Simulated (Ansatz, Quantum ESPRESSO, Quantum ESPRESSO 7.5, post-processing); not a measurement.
**Cu(111) with two intrinsic faults two layers apart (four hcp-stacked layers): ballistic transmission**

How well does the junction conduct in the ballistic limit? It is: Cu(111) with two intrinsic faults two layers apart (four hcp-stacked layers).

Calculated with Quantum ESPRESSO 7.5; plane-wave DFT, PBE, GBRV ultrasoft pseudopotentials (cross-check by Ansatz 0.2.0 with PAW datasets).

This is a report of a sequence of runs, with most program output left out.

## (1) Starting point

The cell holds 16 atoms: 16 Cu. Cell: a = 2.574 Å, b = 2.574 Å, c = 33.625 Å, α = 90.0°, β = 90.0°, γ = 60.0°. It derives from Cu. Regions: left lead, 6 atoms (6 Cu); channel, 4 atoms (4 Cu); right lead, 6 atoms (6 Cu). The structure is stacked along c, and the current runs across the ab planes.

## (2) Ground state

One periodic cell holds a stretch of lead, the junction and more lead; the atoms stay as built.

scf.in

```
&control
  prefix = 'scf'
  outdir = './out'
  pseudo_dir = './pseudo'
  calculation = 'scf'
  tprnfor = .true.
/
&system
  ibrav = 0
  nat = 16
  ntyp = 1
  ecutwfc = 40
  ecutrho = 200
  occupations = 'smearing'
  smearing = 'mv'
  degauss = 0.01
/
&electrons
  conv_thr = 1e-07
  mixing_beta = 0.25
  electron_maxstep = 120
  mixing_mode = 'local-TF'
/
ATOMIC_SPECIES
  Cu  63.5460  cu_pbe_v1.2.uspp.F.UPF
CELL_PARAMETERS angstrom
  2.57386868351903 0.00000000000000 0.00000000000000
  1.28693434175952 2.22903566593269 0.00000000000000
  0.00000000000000 0.00000000000000 33.62487967760381
ATOMIC_POSITIONS crystal
  Cu  0.000000000000 0.000000000000 0.000000000000
  Cu  0.333333333000 0.333333333000 0.062500000000
  Cu  0.666666667000 0.666666667000 0.125000000000
  Cu  0.000000000000 0.000000000000 0.187500000000
  Cu  0.333333333000 0.333333333000 0.250000000000
  Cu  0.666666667000 0.666666667000 0.312500000000
  Cu  0.333333333000 0.333333333000 0.375000000000
  Cu  0.666666667000 0.666666667000 0.437500000000
  Cu  0.333333333000 0.333333333000 0.500000000000
  Cu  0.666666667000 0.666666667000 0.562500000000
  Cu  0.000000000000 0.000000000000 0.625000000000
  Cu  0.333333333000 0.333333333000 0.687500000000
  Cu  0.666666667000 0.666666667000 0.750000000000
  Cu  0.000000000000 0.000000000000 0.812500000000
  Cu  0.333333333000 0.333333333000 0.875000000000
  Cu  0.666666667000 0.666666667000 0.937500000000
K_POINTS automatic
  11 11 1 0 0 0
```

The run is started by

```console
OMP_NUM_THREADS=1 mpirun -n 4 pw.x -nk 4 -in scf.in > scf.out
```

It took 2.9 min on 4 MPI ranks of Arm Neoverse V1, shared host; peak memory 1.1 GiB; 12 min of CPU time.

This step gave:

```
free energy  : -87899.7783 eV
Fermi energy : 15.72 eV
```

The program's own clock; routines nest. Time by routine:

```csv
routine,wall time (s),calls
PWSCF,176.3,1
electrons,169.9,1
c_bands,156.3,13
cegterg,148.3,52
h_psi,54.49,289
fftw,24.77,58446
vloc_psi,24.28,289
calbec,22.01,357
h_psi:calbec,14.74,289
add_vuspsi,14.73,289
s_psi,14.67,289
cdiaghg,13.97,285
sum_band,11.44,13
init_run,4.13,1
```

The run needed 13 iterations to bring the estimated error under 1e-07 Ry; the largest force on any atom, held or free, is 0.04 eV/Å.

## (3) The open system

prefixt takes both regions from one run: the lead from 0 to bdl, the scattering region from bdl to bds (units of alat). ikind = 1 puts the same lead on both sides. The program's T_tot counts both spins in a run without spin; the tables below give T per spin.

cond.in

```
&inputcond
  outdir = './out'
  prefixt = 'scf'
  tran_file = 'cond.dat'
  bdl = 2.4494897430
  bds = 13.0639452958
  ikind = 1
  ewind = 4.0
  epsproj = 1e-05
  nz1 = 7
  energy0 = 0.4
  denergy = -0.4
/
10
  0.00000000 0.00000000 0.01562500
  0.00000000 0.12500000 0.09375000
  0.00000000 0.25000000 0.09375000
  0.00000000 0.37500000 0.09375000
  0.00000000 0.50000000 0.04687500
  0.12500000 0.25000000 0.09375000
  0.12500000 0.37500000 0.18750000
  0.12500000 0.50000000 0.18750000
  0.25000000 0.50000000 0.09375000
  0.25000000 0.62500000 0.09375000
3
```

The run is started by

```console
OMP_NUM_THREADS=1 mpirun -n 4 pwcond.x -in cond.in > cond.out
```

Run time: 29 s. Hardware: 4 MPI ranks; peak memory 0.25 GiB; 1.9 min of CPU time.

Numbers from this step:

| Item | Value |
| --- | --- |
| lead channels at the Fermi level, one spin | 0.8906 |
| transmission at the Fermi level, one spin | 0.8576 |
| conductance | 0.8576 G₀ |

Per spin; mean over the k mesh across the current. Table of open channels, zone mean by energy, zero at the Fermi level:

```csv
energy (eV),"open channels, zone mean"
-0.400,0.797
0.000,0.891
0.400,0.891
```

Per spin; mean over the k mesh across the current. Table of transmission, zone mean by energy, zero at the Fermi level:

```csv
energy (eV),"transmission, zone mean"
-0.400,0.580
0.000,0.858
0.400,0.886
```

At 0.000 eV; k in fractions of b1, b2. Transmission by k point:

```csv
k1,k2,weight,t,channels
0,0,0.01562,0,0
0,0.125,0.09375,0.9989,1
0,0.25,0.09375,1,1
0,0.375,0.09375,0.9999,1
0,0.5,0.04688,0.5777,1
0.125,0.25,0.09375,1,1
0.125,0.375,0.1875,0.9998,1
0.125,0.5,0.1875,0.9805,1
0.25,0.5,0.09375,0.899,1
0.25,0.625,0.09375,0,0
```

The program's own clock; routines nest. Time by routine:

```csv
routine,wall time (s),calls
PWCOND,28.56,1
scatter_forw,23.39,60
compbs,2.06,30
compbs_2,1.71,30
local,1.48,10
init,0.49,1
poten,0.04,1
```

At no point does T exceed the number of channels.

## (4) The open system, with nz1 = 11

A sensitivity test on the input.

cond.w.in, as its differences from the input of step 3:

```diff
@@ -3,3 +3,3 @@
   prefixt = 'scf'
-  tran_file = 'cond.dat'
+  tran_file = 'cond.w.dat'
   bdl = 2.4494897430
@@ -9,3 +9,3 @@
   epsproj = 1e-05
-  nz1 = 7
+  nz1 = 11
   energy0 = 0.4
```

The run is started by

```console
OMP_NUM_THREADS=1 mpirun -n 4 pwcond.x -in cond.w.in > cond.w.out
```

Run time: 33 s. Hardware: 4 MPI ranks; peak memory 0.24 GiB; 2.2 min of CPU time.

Beside the run it was changed from:

```csv
quantity,this run,unchanged run,difference
"transmission at the Fermi level, one spin",0.8587,0.8576,0.0011
"lead channels at the Fermi level, one spin",0.8906,0.8906,0
wall time (s),33,29,
```

Over all energies T moves by up to 0.0011, at 0 eV.

The physical values in this table move by up to 0.13 %.

## (5) The same in Ansatz

As a check, the same structure is run in Ansatz.

Level of this step: plane-wave DFT, PBE, Ansatz PAW (Ansatz 0.2.0).

input.yaml

```yaml
crystal:
  lattice:
    - [2.5738686835, 0.0, 0.0]
    - [1.2869343418, 2.2290356659, 0.0]
    - [0.0, 0.0, 33.6248796776]
  atoms:
    - { symbol: Cu, position: [0.0, 0.0, 0.0] }
    - { symbol: Cu, position: [0.333333333, 0.333333333, 0.0625] }
    - { symbol: Cu, position: [0.666666667, 0.666666667, 0.125] }
    - { symbol: Cu, position: [0.0, 0.0, 0.1875] }
    - { symbol: Cu, position: [0.333333333, 0.333333333, 0.25] }
    - { symbol: Cu, position: [0.666666667, 0.666666667, 0.3125] }
    - { symbol: Cu, position: [0.333333333, 0.333333333, 0.375] }
    - { symbol: Cu, position: [0.666666667, 0.666666667, 0.4375] }
    - { symbol: Cu, position: [0.333333333, 0.333333333, 0.5] }
    - { symbol: Cu, position: [0.666666667, 0.666666667, 0.5625] }
    - { symbol: Cu, position: [0.0, 0.0, 0.625] }
    - { symbol: Cu, position: [0.333333333, 0.333333333, 0.6875] }
    - { symbol: Cu, position: [0.666666667, 0.666666667, 0.75] }
    - { symbol: Cu, position: [0.0, 0.0, 0.8125] }
    - { symbol: Cu, position: [0.333333333, 0.333333333, 0.875] }
    - { symbol: Cu, position: [0.666666667, 0.666666667, 0.9375] }
kpoints:
  mp_grid: { grid: [11, 11, 1] }
hamiltonian:
  xc: pbe
scf:
  occupations: { method: fermi_dirac, width: 0.1 }
  convergence: { dr2_threshold: 1.0e-08 }
output:
  transmission: { leads: [[0, 3]], e_range: [-0.4, 0.4], de: 0.4, kmesh: [8, 8] }
  write_potential: true
  write_density: true
  volumetric_format: npy
```

The run is started by

```console
ansatz run input.yaml --threads 4 --pin off --max-ram 8192MiB --backend cpu --events-out ev --progress --plain --runs-dir out
```

Elapsed: 15 s, on 4 threads; peak memory 1.1 GiB.

Read from the output:

| Property | Result |
| --- | --- |
| free energy | -106002.8486 eV |
| energy at zero smearing | -106002.7625 eV |
| smearing term TS | 0.1722 eV |
| Fermi energy | 16.38 eV |
| symmetry operations | 12 |
| transmission at the Fermi level, one spin | 0.8689 |
| step of the lead's Hamiltonian over a period | 1.7 meV |

Per spin; mean over the k mesh across the current. The transmission, zone mean by energy, zero at the Fermi level:

```csv
energy (eV),"transmission, zone mean"
-0.400,0.572
0.000,0.869
0.400,0.886
```

Per spin; mean over the k mesh across the current. Table of open channels, zone mean by energy, zero at the Fermi level:

```csv
energy (eV),"open channels, zone mean"
-0.400,0.797
0.000,0.891
0.400,0.891
```

Ansatz finds T = 0.869 against pwcond's 0.858.

## (6) All levels side by side

All levels:

```csv
step,T at the Fermi level (per spin),conductance (G0),r.m.s. T(E) from the first,CPU time of the step (s),peak memory (GiB)
Ansatz,0.8689,-,0,56.47,1.118
pwcond,0.8576,0.8576,0.008028,116.1,0.25
"pwcond, changed setting",0.8587,0.8587,0.007704,130.6,0.24
```

Per spin; mean over the k mesh across the current. Table of transmission, zone mean by energy, zero at the Fermi level:

```csv
energy (eV),Ansatz,pwcond,"pwcond, changed setting"
-0.400,0.572,0.580,0.581
0.000,0.869,0.858,0.859
0.400,0.886,0.886,0.885
```

## (7) By hand

The Landauer sum over the mesh, Σ w T = 0.1875 × 1 + 0.1875 × 0.981 + 0.0938 × 1 + … = 0.8576.

G = 0.858 × 77.48 µS = 66.4 µS a cell. Times the area of 5.737 Å², the resistance-area product is A/G = 0.863 fΩ m², the leads' contact resistance included.

Free electrons at 1 an atom (3 atoms in 36.2 Å³) have k_F = 1.349 1/Å and offer A k_F²/4π = 0.83 channels per spin; the lead has 0.89 on this mesh.

## (8) Outcome

```json
{
 "conductance from T at the Fermi level, a cell (G₀ = 2e²/h)": "0.858 G₀",
 "conductance per area": "1158 S/μm²",
 "lead channels per spin": "0.89",
 "the same conductance by Ansatz": "0.869 G₀"
}
```

What this shows: The junction conducts 0.858 G₀ a cell at the Fermi level (PBE, GBRV ultrasoft). At the Fermi level the junction passes 96 % of what the leads offer, nearly all. At the Fermi level pwcond and Ansatz differ by 1.3 %, a close match. The mean rests on 10 distinct points, the heaviest weighing 0.19, and the mesh was not tested, so even the second digit is unsure. Over -0.4 to 0.4 eV, T lies between 0.58 and 0.89 per spin. The geometry is as built, not relaxed, and the leads are short.

[Logs are printed without paths, hosts, clocks, repeated set-up lines and the standing remarks that a program may print on its own settings, such as how far it seeks lower states.]

[Hosts, paths, dates, database ids (printed as entryN), source tags and the programs' standing remarks are cut or masked in the printed files.]

[Maps of the electrostatic potential energy from Ansatz leave out the sawtooth potential of an applied field or a dipole correction, so their vacuum need not be flat; planar profiles and work functions include it.]
